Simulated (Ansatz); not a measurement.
# Σ5 (210) boundary in fcc Ag: structure and resistance

How much does the Σ5 (210) boundary in fcc Ag reflect electrons?

Calculated with Ansatz 0.2.0; Ansatz plane-wave DFT, PBE, PAW files; relaxation of a bicrystal slab with its lowest layers held; PAW set soft_1, in the first sound run; inputs show where later runs differ.

## 1. Starting point

The cell holds 21 atoms: 21 Ag. Cell: a = 5.005 Å, b = 4.086 Å, c = 30.188 Å, α = 90.0°, β = 90.0°, γ = 65.9°. It derives from Ag. built on the (2 1 0) plane; 2 overlapping atoms removed and the grains opened by 0 Å. Vacuum lies along c.

## 2. Relaxing the bicrystal

The boundary is built by mirroring the lower grain in the boundary plane and removing any atoms that overlap. A thin bicrystal slab is relaxed first, with the lowest layers held and the upper grain free to shift and open.

Input file input.yaml:

```yaml
crystal:
  lattice:
    - [5.0045524935, 0.0, 0.0]
    - [1.6681841645, 3.7301731908, 0.0]
    - [0.0, 0.0, 30.187744037]
  atoms:
    - { symbol: Ag, position: [0.6000000001, 0.6999999999, 0.165630131] }
    - { symbol: Ag, position: [0.2000000001, 0.3999999999, 0.1958974506] }
    - { symbol: Ag, position: [0.8000000001, 0.0999999999, 0.2261647702] }
    - { symbol: Ag, position: [0.4000000001, 0.7999999999, 0.2564320898] }
    - { symbol: Ag, position: [1.0e-10, 0.4999999999, 0.2866994094] }
    - { symbol: Ag, position: [0.6000000001, 0.2, 0.3169667291] }
    - { symbol: Ag, position: [0.2, 0.9, 0.3472340487] }
    - { symbol: Ag, position: [0.8, 0.6, 0.3775013683] }
    - { symbol: Ag, position: [0.4, 0.3, 0.4077686879] }
    - { symbol: Ag, position: [0.0, 0.0, 0.4380360075] }
    - { symbol: Ag, position: [0.8, 0.6, 0.4985706467] }
    - { symbol: Ag, position: [0.2, 0.9, 0.5288379663] }
    - { symbol: Ag, position: [0.6000000001, 0.2, 0.5591052859] }
    - { symbol: Ag, position: [1.0e-10, 0.4999999999, 0.5893726055] }
    - { symbol: Ag, position: [0.4000000001, 0.7999999999, 0.6196399251] }
    - { symbol: Ag, position: [0.8000000001, 0.0999999999, 0.6499072447] }
    - { symbol: Ag, position: [0.2000000001, 0.3999999999, 0.6801745643] }
    - { symbol: Ag, position: [0.6000000001, 0.6999999999, 0.710441884] }
    - { symbol: Ag, position: [1.0e-10, 0.9999999999, 0.7407092036] }
    - { symbol: Ag, position: [0.4000000001, 0.2999999999, 0.7709765232] }
    - { symbol: Ag, position: [0.8000000002, 0.5999999999, 0.8012438428] }
kpoints:
  mp_grid: { grid: [6, 6, 1] }
hamiltonian:
  xc: pbe
  pseudopotentials: { kind: paw, azcp: { folder: soft_1 } }
scf:
  occupations: { method: fermi_dirac, width: 0.1 }
relax:
  f_tol: 0.03
  max_steps: 80
  constraints: [{ sites: [0, 1, 2, 3] }]
```

On the command line:

```
ansatz run input.yaml --threads 4 --pin off --max-ram 15360MiB --backend cpu --events-out ev --progress --plain --runs-dir out
```

Numbers of over 12 decimals in the logs are rounded to 6 here.

Output:

```text
Engine: ansatz 0.2.0, aarch64-unknown-linux-gnu
Pseudopotentials: kind: paw
Pseudopotential: Ag, paw, valence charge 19, recommended cutoff 420 eV (normal), soft_1/Ag.paw.azcp
Functional definition: PBE
  parameter kappa = 0.804
  parameter beta = 0.066725
  exchange = pbe_x(kappa = kappa, mu = beta*pi^2/3)
  correlation = pbe_c(beta = beta)
Crystal: 21 atoms, lattice volume = 563.540 Å³
Basis set: ecut = 420 eV, 11077 PW (Γ), exchange–correlation on 72×60×432 points (8 copies of the dense FFT grid, shifted against one another)
Bands: 240, of which v1, the nominal top of the filled ones, is band 200 counted from 1 (199 counted from 0)
Symmetry: 2 space group operations
Space group: Cm (ITA 8), of the structure as read, at distance tolerance 8.3e-5 Å
k-points: 13 of 36 (time reversal used)
Non-local potential: Ag, projectors of the file, l = 0: 3, l = 1: 2, l = 2: 2, l = 3: 1
PAW form: soft (Blöchl's): semilocal exchange-correlation on the pseudo side does not see the compensation charge
PAW one-centre angular grid: Ag, 590 points (default); XC on 64 Gauss nodes
Initial density: superposition of atomic densities (neutral atoms: chi_scale 0, normalization atom)
Initial wavefunctions: pseudopotential atomic-orbital guess
Functional: x = pbe(κ = 0.804, μ = 0.219515), c = pbe(β = 0.066725)
SCF iter   1: F=—  HF=-159404.384754 eV  |F-HF|=—  |Δ(HF+E_count)|=         —  Δρ=5.17e-2  dr2=1.76e1  ethr=3.10e-3  ⟨swp⟩=6.3  Hψ=11110  notcnv=0  defer=113
preconditioner: auto → LDOS  [metal: Δε(μ)=0.070 eV  Ē_g=9.280 eV  σ=0.100 eV  W_gap=0.17  n_scr=146 (ndim 8)  ℏωp=23.8 eV  f_vac=0.314  D(μ)=6.63/eV (n_scr^D=24)  β→1.0]
SCF iter   2: F=—  HF=-159407.543067 eV  |F-HF|=—  |Δ(HF+E_count)|=    3.16e0  Δρ=7.34e-2  dr2=2.47e1  ethr=3.10e-3  ⟨swp⟩=2.4  Hψ=6393  notcnv=0  defer=334
SCF iter   3: F=—  HF=-159399.940351 eV  |F-HF|=—  |Δ(HF+E_count)|=    7.60e0  Δρ=1.11e-2  dr2=4.77e-1  ethr=3.10e-3  ⟨swp⟩=2.8  Hψ=5701  notcnv=0  defer=344
SCF iter   4: F=—  HF=-159399.848898 eV  |F-HF|=—  |Δ(HF+E_count)|=   9.15e-2  Δρ=1.56e-3  dr2=1.28e-2  ethr=1.20e-4  ⟨swp⟩=2.0  Hψ=6113  notcnv=0  defer=344
SCF iter   5: F=—  HF=-159399.847684 eV  |F-HF|=—  |Δ(HF+E_count)|=   1.21e-3  Δρ=7.23e-4  dr2=2.47e-3  ethr=3.22e-6  ⟨swp⟩=2.5  Hψ=5405  notcnv=0  defer=339
SCF iter   6: F=—  HF=-159399.847622 eV  |F-HF|=—  |Δ(HF+E_count)|=   6.27e-5  Δρ=1.44e-4  dr2=1.06e-4  ethr=6.20e-7  ⟨swp⟩=2.0  Hψ=4276  notcnv=0  defer=339
SCF iter   7: F=—  HF=-159399.847666 eV  |F-HF|=—  |Δ(HF+E_count)|=   4.40e-5  Δρ=6.81e-5  dr2=2.87e-5  ethr=2.66e-8  ⟨swp⟩=2.0  Hψ=5209  notcnv=0  defer=339
SCF iter   8: F=-159399.847663 eV  HF=-159399.847663 eV  |F-HF|=3.17e-7  |Δ(HF+E_count)|=   2.46e-6  Δρ=1.61e-5  dr2=1.40e-6  ethr=5.64e-9  ⟨swp⟩=4.0  Hψ=9733  notcnv=0
SCF 1 converged in 8 iterations: F = -159399.847663 eV  dr2 = 1.40e-6
  greatest PAW one-centre occupation: 1.001 electrons in one spin orbital (limit 2), on the Ag atom at site 5 (counted from 0), in its partial waves of l = 0
relax step   1: F+E_penalty+E_count = -159399.84766299 eV  Δ(F+E_penalty+E_count) = +0.000e0 eV  max|allowed force component| = 4.395e-1 eV/Å  Δτ_max = 0.0000 Å  (8 SCF iters, dr2 threshold 2.25e-5 eV, accepted)
Initial density: handed on by an earlier stage of this run
Initial wavefunctions: those handed on with the density
iter 1 solved again at ethr=3.23e-5 eV; its pass at ethr=3.10e-3 eV (dr2=1.29e-1 eV) is discarded
SCF iter   1: F=—  HF=-159400.098740 eV  |F-HF|=—  |Δ(HF+E_count)|=         —  Δρ=4.60e-3  dr2=1.20e-1  ethr=3.23e-5  ⟨swp⟩=2.0  Hψ=11496  notcnv=0  defer=323
preconditioner: auto → LDOS  [metal: Δε(μ)=0.061 eV  Ē_g=9.581 eV  σ=0.100 eV  W_gap=0.15  n_scr=146 (ndim 8)  ℏωp=23.8 eV  f_vac=0.307  D(μ)=6.10/eV (n_scr^D=18)  β→1.0]
SCF iter   2: F=—  HF=-159400.093360 eV  |F-HF|=—  |Δ(HF+E_count)|=   5.38e-3  Δρ=3.58e-3  dr2=1.63e-1  ethr=3.00e-5  ⟨swp⟩=2.0  Hψ=5297  notcnv=0  defer=323
SCF iter   3: F=—  HF=-159400.062312 eV  |F-HF|=—  |Δ(HF+E_count)|=   3.10e-2  Δρ=4.52e-4  dr2=2.74e-3  ethr=3.00e-5  ⟨swp⟩=2.0  Hψ=4473  notcnv=0  defer=323
SCF iter   4: F=—  HF=-159400.062408 eV  |F-HF|=—  |Δ(HF+E_count)|=   9.65e-5  Δρ=4.43e-4  dr2=1.15e-3  ethr=6.86e-7  ⟨swp⟩=2.0  Hψ=5482  notcnv=0  defer=334
SCF iter   5: F=—  HF=-159400.062093 eV  |F-HF|=—  |Δ(HF+E_count)|=   3.15e-4  Δρ=5.86e-5  dr2=2.28e-5  ethr=2.89e-7  ⟨swp⟩=2.0  Hψ=5162  notcnv=0  defer=334
SCF iter   6: F=-159400.062093 eV  HF=-159400.062093 eV  |F-HF|=2.09e-7  |Δ(HF+E_count)|=   5.00e-7  Δρ=1.41e-5  dr2=1.17e-6  ethr=3.03e-9  ⟨swp⟩=4.5  Hψ=9985  notcnv=0
SCF 2 converged in 6 iterations: F = -159400.062093 eV  dr2 = 1.17e-6
  greatest PAW one-centre occupation: 1.001 electrons in one spin orbital (limit 2), on the Ag atom at site 14 (counted from 0), in its partial waves of l = 0
relax step   2: F+E_penalty+E_count = -159400.06209260 eV  Δ(F+E_penalty+E_count) = -2.144e-1 eV  max|allowed force component| = 2.955e-1 eV/Å  Δτ_max = 0.1965 Å  (6 SCF iters, dr2 threshold 1.21e-5 eV, accepted)
SCF iter   1: F=—  HF=-159400.129682 eV  |F-HF|=—  |Δ(HF+E_count)|=         —  Δρ=2.94e-3  dr2=5.41e-2  ethr=1.09e-4  ⟨swp⟩=5.2  Hψ=6845  notcnv=0  defer=290
preconditioner: auto → LDOS  [metal: Δε(μ)=0.045 eV  Ē_g=9.576 eV  σ=0.100 eV  W_gap=0.11  n_scr=146 (ndim 8)  ℏωp=23.8 eV  f_vac=0.308  D(μ)=6.03/eV (n_scr^D=14)  β→1.0]
SCF iter   2: F=—  HF=-159400.123040 eV  |F-HF|=—  |Δ(HF+E_count)|=   6.64e-3  Δρ=2.28e-3  dr2=4.52e-2  ethr=1.36e-5  ⟨swp⟩=2.0  Hψ=5943  notcnv=0  defer=337
SCF iter   3: F=—  HF=-159400.111355 eV  |F-HF|=—  |Δ(HF+E_count)|=   1.17e-2  Δρ=2.79e-4  dr2=7.24e-4  ethr=1.13e-5  ⟨swp⟩=2.0  Hψ=4510  notcnv=0  defer=337
SCF iter   4: F=—  HF=-159400.111398 eV  |F-HF|=—  |Δ(HF+E_count)|=   4.25e-5  Δρ=2.79e-4  dr2=4.05e-4  ethr=1.81e-7  ⟨swp⟩=3.0  Hψ=6366  notcnv=0  defer=337
SCF iter   5: F=—  HF=-159400.111284 eV  |F-HF|=—  |Δ(HF+E_count)|=   1.14e-4  Δρ=3.16e-5  dr2=1.27e-5  ethr=1.01e-7  ⟨swp⟩=2.0  Hψ=5131  notcnv=0  defer=337
SCF iter   6: F=-159400.111283 eV  HF=-159400.111283 eV  |F-HF|=9.46e-8  |Δ(HF+E_count)|=   3.99e-7  Δρ=8.57e-6  dr2=4.92e-7  ethr=1.37e-9  ⟨swp⟩=4.1  Hψ=9659  notcnv=0
SCF 3 converged in 6 iterations: F = -159400.111283 eV  dr2 = 4.92e-7
  greatest PAW one-centre occupation: 1.001 electrons in one spin orbital (limit 2), on the Ag atom at site 9 (counted from 0), in its partial waves of l = 0
relax step   3: F+E_penalty+E_count = -159400.11128329 eV  Δ(F+E_penalty+E_count) = -4.919e-2 eV  max|allowed force component| = 1.174e-1 eV/Å  Δτ_max = 0.1175 Å  (6 SCF iters, dr2 threshold 5.46e-6 eV, accepted)
[... from here on, the SCF cycles and remarks between the steps are left out ...]
relax step   4: F+E_penalty+E_count = -159400.15703523 eV  Δ(F+E_penalty+E_count) = -4.575e-2 eV  max|allowed force component| = 4.520e-2 eV/Å  Δτ_max = 0.2000 Å  (6 SCF iters, dr2 threshold 2.17e-6 eV, accepted)
relax step   5: F+E_penalty+E_count = -159400.17127098 eV  Δ(F+E_penalty+E_count) = -1.424e-2 eV  max|allowed force component| = 7.270e-2 eV/Å  Δτ_max = 0.1567 Å  (7 SCF iters, accepted)
relax step   6: F+E_penalty+E_count = -159400.18156445 eV  Δ(F+E_penalty+E_count) = -1.029e-2 eV  max|allowed force component| = 4.211e-2 eV/Å  Δτ_max = 0.1004 Å  (7 SCF iters, accepted)
relax step   7: F+E_penalty+E_count = -159400.19409180 eV  Δ(F+E_penalty+E_count) = -1.253e-2 eV  max|allowed force component| = 3.850e-2 eV/Å  Δτ_max = 0.1954 Å  (8 SCF iters, accepted)
relax step   8: F+E_penalty+E_count = -159400.20075010 eV  Δ(F+E_penalty+E_count) = -6.658e-3 eV  max|allowed force component| = 6.128e-2 eV/Å  Δτ_max = 0.1967 Å  (8 SCF iters, accepted)
relax step   9: F+E_penalty+E_count = -159400.20278620 eV  Δ(F+E_penalty+E_count) = -2.036e-3 eV  max|allowed force component| = 1.123e-1 eV/Å  Δτ_max = 0.1945 Å  (6 SCF iters, dr2 threshold 3.14e-6 eV, accepted)
relax step  10: F+E_penalty+E_count = -159400.20481055 eV  Δ(F+E_penalty+E_count) = -2.024e-3 eV  max|allowed force component| = 3.579e-2 eV/Å  Δτ_max = 0.0643 Å  (6 SCF iters, dr2 threshold 1.26e-5 eV, accepted)
SCF iter   1: F=—  HF=-159400.205977 eV  |F-HF|=—  |Δ(HF+E_count)|=         —  Δρ=5.78e-4  dr2=1.95e-3  ethr=6.43e-6  ⟨swp⟩=3.0  Hψ=5597  notcnv=0  defer=334
preconditioner: auto → LDOS  [metal: Δε(μ)=0.048 eV  Ē_g=9.586 eV  σ=0.100 eV  W_gap=0.12  n_scr=146 (ndim 8)  ℏωp=23.8 eV  f_vac=0.309  D(μ)=5.87/eV (n_scr^D=12)  β→1.0]
SCF iter   2: F=—  HF=-159400.205571 eV  |F-HF|=—  |Δ(HF+E_count)|=   4.05e-4  Δρ=4.32e-4  dr2=1.01e-3  ethr=4.89e-7  ⟨swp⟩=2.0  Hψ=5830  notcnv=0  defer=334
SCF iter   3: F=—  HF=-159400.205172 eV  |F-HF|=—  |Δ(HF+E_count)|=   4.00e-4  Δρ=3.33e-5  dr2=1.18e-5  ethr=2.54e-7  ⟨swp⟩=2.0  Hψ=5029  notcnv=0  defer=334
SCF iter   4: F=—  HF=-159400.205204 eV  |F-HF|=—  |Δ(HF+E_count)|=   3.24e-5  Δρ=1.63e-5  dr2=1.54e-6  ethr=2.96e-9  ⟨swp⟩=3.2  Hψ=6155  notcnv=0  defer=334
SCF iter   5: F=—  HF=-159400.205204 eV  |F-HF|=—  |Δ(HF+E_count)|=   2.98e-7  Δρ=7.14e-6  dr2=2.42e-7  ethr=3.85e-10  ⟨swp⟩=2.1  Hψ=5185  notcnv=0  defer=334
SCF iter   6: F=-159400.205204 eV  HF=-159400.205204 eV  |F-HF|=2.15e-9  |Δ(HF+E_count)|=   5.57e-8  Δρ=1.22e-6  dr2=7.95e-9  ethr=2.51e-11  ⟨swp⟩=4.0  Hψ=9878  notcnv=0
SCF 11 converged in 6 iterations: F = -159400.205204 eV  dr2 = 7.95e-9
relax step  11: F+E_penalty+E_count = -159400.20520392 eV  Δ(F+E_penalty+E_count) = -3.934e-4 eV  max|allowed force component| = 3.148e-3 eV/Å  Δτ_max = 0.0168 Å  (6 SCF iters, accepted)
SCF converged after 6 iterations
Free energy (F): -159400.205204 eV
Harris-Foulkes:  -159400.205204 eV  (|F-HF|=2.15e-9)
Internal energy: -159400.011689 eV  (E = F + TS)
E sigma→0 (E₀):  -159400.108447 eV
Entropy (-TS):   -0.193515 eV (-9.215 meV/atom)
Fermi energy:    9.456448 eV
--- Per-component energies (eV) ---
  E_band       = -8006.768669
  E_kinetic    = 9818.403647
  E_local      = -452691.093863  (includes V_loc(G=0)·N_el)
  E_nonlocal   = 669.067283
  E_hartree    = 224463.814041
  E_xc         = -3332.449270
  E_vxc        = -4216.746740  (∫ρ·V_xc dr)
  E_paw        = -83069.652960  (= ΣΔE_a)
  E_vpaw       = -10514.042758  (= ΣTr[D̂ρ^β])
  E_aug_tail   = 0.007956  (compensation charges beyond the density's cutoff)
  E_ewald      = 144741.891477
  E_smearing   = -0.193515  (= −TS)
  E_closure    = 0.000000  (closes the sum)
  Σ components = -159400.205204   (vs F -159400.205204, Δ=0.00e0)
--- Forces (eV/Å), atoms counted from 1 ---
  atom   1  Ag    -0.03234181     0.01446370     0.21295956
  atom   2  Ag    -0.03493901     0.01562520    -0.14846051
  atom   3  Ag     0.05465463    -0.02444229    -0.18935786
  atom   4  Ag     0.01121459    -0.00501532     0.12799720
  atom   5  Ag     0.00037972    -0.00016982    -0.00010596
  atom   6  Ag     0.00019549    -0.00008743     0.00254590
  atom   7  Ag     0.00036865    -0.00016486     0.00071189
  atom   8  Ag    -0.00029836     0.00013343    -0.00100560
  atom   9  Ag    -0.00136049     0.00060843    -0.00219359
  atom  10  Ag     0.00159255    -0.00071221    -0.00293316
  atom  11  Ag     0.00314764    -0.00140767     0.00160735
  atom  12  Ag    -0.00209607     0.00093739     0.00174087
  atom  13  Ag    -0.00032527     0.00014547    -0.00070938
  atom  14  Ag    -0.00150672     0.00067382    -0.00090383
  atom  15  Ag     0.00102405    -0.00045797     0.00010114
  atom  16  Ag    -0.00057378     0.00025660     0.00046696
  atom  17  Ag     0.00017503    -0.00007828     0.00046482
  atom  18  Ag    -0.00009742     0.00004357    -0.00069339
  atom  19  Ag     0.00046702    -0.00020886    -0.00081340
  atom  20  Ag     0.00020577    -0.00009202    -0.00067729
  atom  21  Ag     0.00006481    -0.00002899    -0.00073138
  max |Σ_I F_I| component: 4.90e-5 eV/Å
--- Relaxed structure (11 steps of the walk, 11 accepted, 0 SCFs on fresh bases) ---
  F+E_penalty+E_count = -159400.20520392 eV   max|allowed force component| = 3.148e-3 eV/Å
  atoms:
    - { symbol: Ag, position: [0.600000, 0.69999999995, 0.165630131] }
    - { symbol: Ag, position: [0.200000, 0.39999999995, 0.195897] }
    - { symbol: Ag, position: [0.8000000001, 0.100000, 0.226165] }
    - { symbol: Ag, position: [0.400000, 0.800000, 0.256432] }
    - { symbol: Ag, position: [0.00242656, 0.498787, 0.289103] }
    - { symbol: Ag, position: [0.607136, 0.196432, 0.320016] }
    - { symbol: Ag, position: [0.213764, 0.893118, 0.350095] }
    - { symbol: Ag, position: [0.807111, 0.596445, 0.382763] }
    - { symbol: Ag, position: [0.419931, 0.290035, 0.417459] }
    - { symbol: Ag, position: [0.022477, -0.011239, 0.439432] }
    - { symbol: Ag, position: [0.627659, 0.686170, 0.483361] }
    - { symbol: Ag, position: [0.024602, 0.987699, 0.527293] }
    - { symbol: Ag, position: [0.422089, 0.288956, 0.549371] }
    - { symbol: Ag, position: [-0.190819, 0.595409, 0.584050] }
    - { symbol: Ag, position: [0.215457, 0.892271, 0.616541] }
    - { symbol: Ag, position: [0.610121, 0.194940, 0.646868] }
    - { symbol: Ag, position: [0.0037518, 0.498124, 0.678054] }
    - { symbol: Ag, position: [0.401219, 0.799391, 0.709122] }
    - { symbol: Ag, position: [-0.194857, 1.097429, 0.742124] }
    - { symbol: Ag, position: [0.197199, 0.401401, 0.772284] }
    - { symbol: Ag, position: [0.592062, 0.703969, 0.799002] }
```

It took 9 min on 4 threads of Arm Neoverse V1, shared host; peak memory 3.1 GiB; 35 min of CPU time.

The steps of the relaxation:

```
step  energy less that of the first step (eV)  largest force component (eV/Å)
   1                                   0.0000                          0.4395
   2                                  -0.2144                          0.2955
   3                                  -0.2636                          0.1174
   4                                  -0.3094                          0.0452
   5                                  -0.3236                          0.0727
   6                                  -0.3339                          0.0421
   7                                  -0.3464                          0.0385
   8                                  -0.3531                          0.0613
   9                                  -0.3551                          0.1123
  10                                  -0.3571                          0.0358
  11                                  -0.3575                          0.0031
```

The run keeps the 2 symmetry operations that it works with, so distortions that break them were not tested.

The atoms that moved most (Å):

```
atom      dx     dy      dz  length
Ag21  -0.867  0.388  -0.068   0.952
Ag20  -0.846  0.378   0.039   0.927
Ag11  -0.719  0.321  -0.459   0.911
Ag18  -0.829  0.371  -0.040   0.909
Ag17  -0.818  0.366  -0.064   0.899
Ag19  -0.813  0.363   0.043   0.891
Ag14  -0.796  0.356  -0.161   0.886
Ag16  -0.792  0.354  -0.092   0.872
```

This step gave:

| Property | Result |
| --- | --- |
| free energy | -159400.2052 eV |
| energy at zero smearing | -159400.1084 eV |
| Fermi energy | 9.456 eV |

The largest force component on a free atom ends at 0.0031 eV/Å, under the tolerance of 0.03, after 11 steps.

(Continued in part 2 of 3.)

[Logs are printed without paths, hosts, clocks, repeated set-up lines and the standing remarks that a program may print on its own settings, such as how far it seeks lower states.]

[Hosts, paths, dates, database ids (printed as entryN), source tags and the programs' standing remarks are cut or masked in the printed files.]
